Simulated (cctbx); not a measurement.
# Which space group?

Cell: a = 6.8390 Å, b = 6.8390 Å, c = 3.9200 Å, α = 90.00°, β = 90.00°, γ = 120.00°. Expected content of the cell: Dy3 Rh3 Cu3.

The data are simulated with cctbx, not measured: Cu Kα, λ = 1.54184 Å, to d = 0.8 Å, 50 % of the full sphere, strongest reflection 5000 counts, noise from counting, a 1.5 % proportional error and a noise floor of 2 counts (s.d.); no absorption.

A first pass over the reflections prints:

```text
642 reflections to d = 0.804 A
centring   violations  <I/sigma> of those
    A        313 of   333     14.4
    B        292 of   316     13.9
    C        297 of   323     14.7
    I        296 of   317     14.2
    R        397 of   422     14.4
    F        451 of   486     14.3
Laue class    unique    Rint  (classes that these axes allow; Friedel mates merged)
P -1              484   0.100
P 1 1 2/m         330   0.088
P -3              213   0.086
P -3 1 m          125   0.090
P -3 m 1          137   0.093
P 6/m             126   0.092
P 6/m m m          87   0.095
space group    extra absences  I>4sigma  <I/sigma>
P 6 2 2                 0          0         -  acentric
P 63 2 2                1          0       3.2  acentric
P 6 m m                 0          0         -  acentric
P -6 m 2                0          0         -  acentric
P -6 2 m                0          0         -  acentric
P 6/m m m               0          0         -  centric
Wilson B = 0.44 A^2   <|E^2-1|> = 0.627 (0.968 centric, 0.736 acentric)   E^2>4: 0.0 %
shell (A)         n   <I/sigma>
 5.92 - 1.53     17     28.2
 1.53 - 1.22     14     34.2
 1.22 - 1.07     12     22.6
 1.07 - 0.97     11     24.2
 0.97 - 0.90     11     16.6
 0.90 - 0.85     11     19.6
 0.85 - 0.80     11     21.0
```

Q: Read the symmetry from these tables.

Every centring test has many violations, so the lattice is primitive.

Rint stays low (0.086 to 0.100) up to P 6/m m m, the highest class in these axes. It includes Bijvoet differences, since Friedel mates are merged.

6 settings pass the absence test. The most absences obeyed, 1, belong to P 63 2 2 alone.

⟨|E²−1|⟩ = 0.627 leans to a non-centrosymmetric structure, or to twinning, which lowers it. The Wilson B of 0.44 Å² means U ≈ 0.0056 Å².

The true group is P-62m (no. 189), Laue class 6/mmm, non-centrosymmetric. It passes the tests but isn't the first choice, because the arrangement of the atoms makes further classes of reflections very weak or absent.

This is a model crystal, built by substitution and not relaxed, with assumed displacement parameters.

[Logs are printed without paths, hosts, clocks, repeated set-up lines and the standing remarks that a program may print on its own settings, such as how far it seeks lower states.]
